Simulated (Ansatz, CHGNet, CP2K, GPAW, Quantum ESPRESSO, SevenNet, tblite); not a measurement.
# tblite on graphene/h-BP/graphene sandwich (62 atoms): settings against a plane-wave reference

Wanted: tblite inputs and outputs for graphene/h-BP/graphene sandwich (62 atoms), checked against a plane-wave reference.

Method: the method is named at each step, in tblite 0.8.0.

**1. The starting structure**

The cell holds 62 atoms: 48 C, 7 B and 7 P. Cell: a = 8.507 Å, b = 8.507 Å, c = 20.910 Å, α = 90.0°, β = 90.0°, γ = 120.0°. 12 cells of graphene (a = 2.46 Å, strained -0.17 %) and 7 cells of h-BP (a = 3.21 Å, +0.17 %) on one hexagonal cell, twist 10.89 deg; facing planes 3.49, 3.42 Å apart; 14 Å of vacuum; displaced by a Gaussian of 0.01 Å. Then every atom was moved at random, 0.03 Å r.m.s. a Cartesian component. Regions: layer 1, 24 atoms (24 C); layer 2, 14 atoms (7 B and 7 P); layer 3, 24 atoms (24 C). Vacuum lies along c.

The yardstick, on the same geometry:

| Item | Value |
| --- | --- |
| method | Kohn-Sham DFT, PBE, PAW, plane waves (Ansatz 0.2.0); cutoff 420 eV, Γ point, fermi-dirac smearing of 0.05 eV; PAW set soft_2 |
| r.m.s. force component | 1.569 eV/Å |
| longest force | 5.632 eV/Å |
| SCF cycles | 15 |
| time | 13 s on 4 threads of Arm Neoverse V1, shared host |
| CPU time | 51 s |

**2. GFN2-xTB**

Method: GFN2-xTB tight binding, diagonalisation.

run.py reads:

```python
import numpy as np
from ase.io import read
from tblite.ase import TBLite

atoms = read("structure.xyz")
atoms.calc = TBLite(method="GFN2-xTB", electronic_temperature=580, accuracy=1.0, max_iterations=250, mixer_damping=0.1, verbosity=1)
energy = atoms.get_potential_energy()
forces = atoms.get_forces()
print(f"energy {energy:.6f} eV")
print("forces (eV/A)")
for i, (a, f) in enumerate(zip(atoms, forces)):
    print(f"{i:4d} {a.symbol:2s} {f[0]:10.5f} {f[1]:10.5f} {f[2]:10.5f}")
print("charges (e)")
print(np.array2string(atoms.get_charges(), precision=4, suppress_small=True, max_line_width=110, threshold=100000))
```

structure.xyz reads:

```xyz
62
Lattice="8.50730 0.00000 0.00000 -4.25365 7.36754 0.00000 0.00000 0.00000 20.91000" Properties=species:S:1:pos:R:3 pbc="T T T"
C -1.42935 4.92704 7.00088
C -0.70509 3.69571 7.00903
C -1.40302 7.35929 6.99419
C -0.71253 6.08949 7.02492
C 0.71585 1.23590 6.98352
C -2.82761 7.32945 6.97056
C 0.73095 3.66255 7.00882
C 1.47810 2.47689 7.00903
C 0.64783 6.17356 7.00004
C 1.44747 4.90067 7.00903
C 2.79448 2.41140 6.98979
C 3.57983 1.23119 7.02053
C 2.86109 4.92623 7.02492
C 3.60646 3.64597 7.02911
C 2.87964 7.35634 6.95383
C 3.51143 6.12780 7.00150
C 4.96758 1.28593 6.98708
C 1.42327 7.35605 6.96470
C 4.91352 3.67662 6.97453
C 5.71431 2.49679 7.00025
C 4.91399 6.10872 7.00025
C 5.66514 4.85735 6.95655
C 7.08743 2.42053 6.96763
C 7.81332 1.14411 6.91619
B 4.05305 4.47165 10.51334
P 5.27265 3.05385 10.49807
B 7.69745 0.22154 10.46817
P 4.68063 6.10975 10.50435
B -1.37082 3.35363 10.46441
P -0.22481 1.96868 10.50267
B -2.04209 6.48830 10.46901
P -0.83703 5.14033 10.49557
B 1.64370 2.33124 10.51438
P 2.82812 0.90864 10.49285
B 1.05618 5.44505 10.50623
P 2.20892 4.09223 10.48574
B 4.66953 1.21292 10.48887
P 1.67062 7.22734 10.49055
C 3.37693 4.46392 13.88048
C 4.14616 3.22691 13.88361
C 3.36940 6.91709 13.89093
C 4.08661 5.71154 13.91477
C 5.51792 0.78788 13.87358
C 1.89760 6.95091 13.91435
C 5.47330 3.26743 13.93840
C 6.15312 1.98990 13.88508
C -3.01537 5.71272 13.96286
C -2.29310 4.48042 13.91289
C -0.88880 2.05238 13.90201
C -0.23778 0.82502 13.96746
C -0.82019 4.52293 13.92773
C -0.18601 3.27671 13.92543
C -0.90339 6.91945 13.97896
C -0.13786 5.71404 13.90661
C 1.25478 0.82185 13.91958
C -2.29421 6.94590 13.91435
[... 2 atom lines left out ...]
C 1.26593 5.67205 13.87859
C 1.99092 4.49840 13.88989
C 3.37259 1.99491 13.95366
C 4.05709 0.77661 13.90682
```

Run with:

```
$ OMP_NUM_THREADS=1 python run.py > output.txt
```

The log of the run:

```text
------------------------------------------------------------
  cycle        total energy    energy error   density error
------------------------------------------------------------
      1     -129.1720567618  -1.3153929E+02   2.2103924E-01
      2     -129.2695378120  -9.7481050E-02   1.9952292E-01
      3     -129.1498196687   1.1971814E-01   1.1908451E-01
      4     -129.3960411455  -2.4622148E-01   8.8850594E-02
      5     -126.1925239420   3.2035172E+00   1.1033005E-01
      6     -129.3230736849  -3.1305497E+00   7.7154685E-02
      7     -129.3861779976  -6.3104313E-02   6.3405255E-02
      8     -129.4451887978  -5.9010800E-02   4.0992789E-02
      9     -129.4773236223  -3.2134825E-02   1.5356894E-02
     10     -129.4843802271  -7.0566047E-03   8.5307614E-03
     11     -129.4877009395  -3.3207125E-03   4.3946035E-03
     12     -129.4878823366  -1.8139703E-04   2.9972058E-03
     13     -129.4880401914  -1.5785485E-04   2.9599635E-03
     14     -129.4881496293  -1.0943785E-04   1.9506493E-03
     15     -129.4882131049  -6.3475673E-05   1.2460257E-03
     16     -129.4882393350  -2.6230085E-05   5.1858974E-04
     17     -129.4882460591  -6.7241039E-06   1.6930247E-04
     18     -129.4882452862   7.7291628E-07   1.4375662E-04
     19     -129.4882465382  -1.2520366E-06   6.0877226E-05
     20     -129.4882465762  -3.7920159E-08   4.1861291E-05
     21     -129.4882465683   7.8534299E-09   2.0811498E-05
     22     -129.4882466076  -3.9308929E-08   1.1568650E-05
------------------------------------------------------------
 total:                                   2.780 sec
energy -3523.554664 eV
forces (eV/A)
   0 C    -1.98809   -2.06990   -0.04077
   1 C     2.12242   -2.43099   -0.18129
   2 C    -1.38511    0.33180    0.13899
   3 C     0.18786    2.46543   -0.18059
   4 C    -0.47314   -0.74258   -0.25226
   5 C     0.72421    0.35365    0.27197
   6 C    -2.24695    2.90936    0.05043
   7 C    -3.06026   -2.90027   -0.10293
   8 C     2.89790   -1.47281    0.04918
   9 C    -0.13314    0.13975    0.04937
  10 C     3.64959    2.47876    0.43162
  11 C    -0.31600   -1.72415   -0.39519
  12 C    -2.41471   -2.09269   -0.03626
  13 C    -4.78486    0.23596   -0.20596
  14 C    -4.93029   -0.68592   -0.02230
  15 C     3.27056   -0.77285   -0.00205
  16 C     0.21289   -1.73494    0.06756
  17 C     0.65948    1.12302    0.14877
  18 C     3.61461    0.35749    0.15664
  19 C     0.08370   -2.46319   -0.26218
  20 C     1.26943    0.81698   -0.30739
  21 C     0.55803    2.18484    0.40923
  22 C     0.13693    1.90399   -0.00025
  23 C     2.34139    3.79405    0.49041
[...]
54 C    -0.50497    0.50814    0.20946
  55 C     0.35599    0.27816    0.50612
  56 C     1.95325    3.78598   -0.12296
  57 C    -1.34192   -3.32360    0.28206
  58 C     0.96446    0.69598    0.26006
  59 C    -2.95389   -1.39172    0.00406
  60 C     1.24485   -0.51821   -0.69150
  61 C    -0.27019    1.49801    0.33475
charges (e)
[ 0.0059 -0.0085 -0.0075  0.0094 -0.0121 -0.0071 -0.0027  0.0106  0.0015 -0.0134  0.0046  0.0011 -0.0053
 -0.0049  0.0085  0.0086 -0.0067 -0.0094  0.0128 -0.0007 -0.007  -0.0053 -0.0044  0.0051  0.1988 -0.2113
  0.1923 -0.172   0.2003 -0.1826  0.1987 -0.189   0.1946 -0.1985  0.1927 -0.1749  0.1991 -0.1896 -0.0036
 -0.0004 -0.0064  0.0023  0.0076 -0.0036  0.0072 -0.008  -0.0006 -0.0069 -0.0018 -0.0038 -0.0017  0.0084
 -0.      0.0011 -0.0124  0.0017 -0.006   0.005   0.002  -0.0049 -0.0023 -0.0047]
```

Elapsed: 3.3 s, on 1 thread of Arm Neoverse V1, shared host; peak memory 0.13 GiB.

Banners, paths, timers and routine set-up lines are dropped from the logs unmarked, and long logs keep their key lines alone; longer cuts are marked.

Compared with the plane-wave run:

* r.m.s. force component: 1.511 eV/Å
* r.m.s. difference of force components: 162.8 meV/Å
* longest difference of force vectors: 504.6 meV/Å
* force difference over r.m.s. force: 10.37 %
* slope of forces against the reference's: 0.9585
* correlation of force components: 0.9951

Length of the force difference by element (eV/Å):

```
element  atoms  mean  most
      B      7  0.23  0.36
      C     48  0.27  0.50
      P      7  0.21  0.33
```

A closer look about C9, picked at random: 10 atoms, nearest first, numbered in the order of the input, with positions taken from that point.

```
atom      x      y      z  distance (Å)  bonds  Mulliken charge (e)     Fx     Fy  Fz (eV/Å)
  C9   0.00   0.00   0.00          0.00      3                 0.00   2.90  -1.47       0.05
  C4  -1.36  -0.08   0.02          1.36      3                 0.01   0.19   2.47      -0.18
 C18   0.78   1.18  -0.04          1.41      3                -0.01   0.66   1.12       0.15
 C10   0.80  -1.27   0.01          1.50      3                -0.01  -0.13   0.14       0.05
  C3  -2.05   1.19  -0.01          2.37      3                -0.01  -1.39   0.33       0.14
  C1  -2.08  -1.25   0.00          2.42      3                 0.01  -1.99  -2.07      -0.04
 C17   0.07   2.48  -0.01          2.48      3                -0.01   0.21  -1.73       0.07
  C7   0.08  -2.51   0.01          2.51      3                 0.00  -2.25   2.91       0.05
 C15   2.23   1.18  -0.05          2.53      3                 0.01  -4.93  -0.69      -0.02
 C13   2.21  -1.25   0.02          2.54      3                -0.01  -2.41  -2.09      -0.04
```

Atoms are counted from 1 here, from 0 in the log.

Forces lie 10 % from the reference's, at 0.065 times its CPU time (on 1 against 4 cores).

**3. GFN1-xTB**

Method: GFN1-xTB tight binding, diagonalisation.

Edit run.py of step 2 so:

```diff
@@ -5,3 +5,3 @@
 atoms = read("structure.xyz")
-atoms.calc = TBLite(method="GFN2-xTB", electronic_temperature=580, accuracy=1.0, max_iterations=250, mixer_damping=0.1, verbosity=1)
+atoms.calc = TBLite(method="GFN1-xTB", electronic_temperature=580, accuracy=1.0, max_iterations=250, mixer_damping=0.1, verbosity=1)
 energy = atoms.get_potential_energy()
```

structure.xyz is that of step 2.

The log of the run:

```text
------------------------------------------------------------
  cycle        total energy    energy error   density error
------------------------------------------------------------
      1     -129.9495741598  -1.3205261E+02   8.6226943E-01
      2     -129.9550336114  -5.4594516E-03   7.7689445E-01
      3     -129.8805897087   7.4443903E-02   2.5655244E-02
      4     -128.5634510272   1.3171387E+00   7.4709914E-02
      5     -129.9530210855  -1.3895701E+00   1.1000756E-02
      6     -129.9509972928   2.0237927E-03   8.5809312E-03
      7     -129.9530459847  -2.0486919E-03   4.9107646E-03
      8     -129.9542390584  -1.1930737E-03   3.1688491E-03
      9     -129.9559014731  -1.6624147E-03   8.5969295E-04
     10     -129.9559141032  -1.2630177E-05   7.9786368E-04
     11     -129.9558976044   1.6498877E-05   4.2380032E-04
     12     -129.9559212338  -2.3629402E-05   2.9394212E-04
     13     -129.9559199575   1.2762327E-06   2.1699174E-04
     14     -129.9559230477  -3.0902158E-06   1.2473298E-04
     15     -129.9559245570  -1.5092149E-06   1.6632060E-05
     16     -129.9559245779  -2.0912097E-08   5.7073170E-06
------------------------------------------------------------
 total:                                   0.848 sec
energy -3536.280830 eV
forces (eV/A)
   0 C    -2.01879   -2.09299   -0.05380
   1 C     2.16877   -2.48054   -0.19116
   2 C    -1.42861    0.34241    0.12256
   3 C     0.17433    2.51325   -0.18677
   4 C    -0.49275   -0.76701   -0.25821
   5 C     0.73342    0.32884    0.25355
   6 C    -2.27810    2.97246    0.03694
   7 C    -3.09423   -2.96061   -0.11984
   8 C     2.95438   -1.47824    0.03412
   9 C    -0.12177    0.12519    0.04012
  10 C     3.71168    2.53196    0.41102
  11 C    -0.30374   -1.76210   -0.38818
[...]
57 C    -1.38337   -3.44779    0.28844
  58 C     1.02299    0.72835    0.26672
  59 C    -2.98257   -1.42328    0.01356
  60 C     1.26932   -0.55008   -0.65554
  61 C    -0.30763    1.50485    0.34597
charges (e)
[ 0.0009 -0.0134 -0.0091  0.0065 -0.0171 -0.0087 -0.0058  0.008   0.001  -0.0156  0.0032 -0.0026 -0.0094
 -0.01    0.006   0.0073 -0.01   -0.0119  0.0107 -0.0035 -0.0071 -0.0078 -0.0062  0.0027  0.0947 -0.0667
  0.0878 -0.0598  0.0898 -0.0602  0.0943 -0.0628  0.0878 -0.0629  0.0878 -0.0596  0.0814 -0.0608 -0.0073
 -0.0043 -0.0092  0.      0.0034 -0.0049  0.0044 -0.0136 -0.0014 -0.0106 -0.0039 -0.0034 -0.0056  0.0042
 -0.0018 -0.004  -0.0148 -0.0007 -0.0082  0.0015 -0.0009 -0.0065 -0.0045 -0.0067]
```

It took 1.3 s on 1 thread; peak memory 0.13 GiB.

Against the reference:

- r.m.s. force component: 1.547 eV/Å
- r.m.s. difference of force components: 161.7 meV/Å
- longest difference of force vectors: 475.4 meV/Å
- force difference over r.m.s. force: 10.31 %
- slope of forces against the reference's: 0.981
- correlation of force components: 0.9947

Against the first run (10 %), the force difference from the reference is 10 %, at 0.40 times the CPU time.

**4. The ladder**

Differences are against the plane-wave reference, forces as r.m.s. over components; share is that over the reference's r.m.s. force, slope the least-squares factor from reference forces to these. Total energies of different programs have different zeros and aren't compared.

```
            run  Δ force, r.m.s. (meV/Å)  share (%)  slope  cores  CPU time  memory (GiB)
      reference                        -          -      -      4      51 s           1.2
tblite GFN2-xTB                      163       10.4  0.959      1     3.3 s          0.13
tblite GFN1-xTB                      162       10.3  0.981      1     1.3 s          0.13
```

CPU time is summed over cores on a shared host, where runs went side by side, so it is rough. Symmetry, cutoffs, thresholds, outputs and thread counts weren't matched or tuned between programs; memory under MPI is the largest rank's times the ranks.

Mean charges by element (e), by run and scheme:

```
            run    scheme      C      B      P
      reference    Löwdin  +0.04  -0.62  +0.69
tblite GFN2-xTB  Mulliken   0.00  +0.20  -0.19
tblite GFN1-xTB  Mulliken   0.00  +0.09  -0.06
```

The reference's Löwdin charges lack the electrons that the projection spills, 0.040 e an atom on average.

A second geometry, displaced anew (every atom was moved at random, 0.08 Å r.m.s. a Cartesian component), gives an energy difference that all programs can be tested on. The reference puts it at 216.3 meV/atom.

```
            run  energy less the first geometry's (meV/atom)  error (meV/atom)  force share at the second geometry (%)
tblite GFN2-xTB                                        209.1             -7.18                                    10.2
tblite GFN1-xTB                                        210.9             -5.38                                    10.3
```

**5. Summary of results**

- nearest in forces: a tie at 10 % of 2 runs: tblite GFN2-xTB; tblite GFN1-xTB

**Reading.** Tight binding differs by 10 % in each run; it is another model, with fitted parameters of its own, and the xTB methods hold dispersion. Of the electronic-structure runs that take under half the reference's CPU time, tblite GFN1-xTB is among the nearest, at 10 % in 1.3 s against 51 s. Charges hang on model, scheme and program or settings: among these rows the mean for P runs from -0.19 to +0.69 e, even in sign. The energy difference between the two geometries, 216 meV/atom in the reference, is met best by tblite GFN1-xTB (-5.38) and worst by tblite GFN2-xTB (-7.18). Periodic xTB results under one method name differ between programs and library versions. The reference's PBE has no dispersion term, which matters for the binding between molecules or layers. One k-point is far too coarse for the carbon or group-IV sheet, and it can put spurious forces of up to about 1 eV/Å on the sheet's atoms. The electronic-structure runs sample only Γ, in a cell whose shortest periodic width is 7 Å, which is coarse for a cell with partly filled levels.

[Also dropped from logs without a mark: logging warnings of Python, and SIESTA's first energy breakdown and zero terms.]

[Logs are printed without paths, hosts, clocks, repeated set-up lines and the standing remarks that a program may print on its own settings, such as how far it seeks lower states.]

[Hosts, paths, dates, database ids (printed as entryN), source tags and the programs' standing remarks are cut or masked in the printed files.]
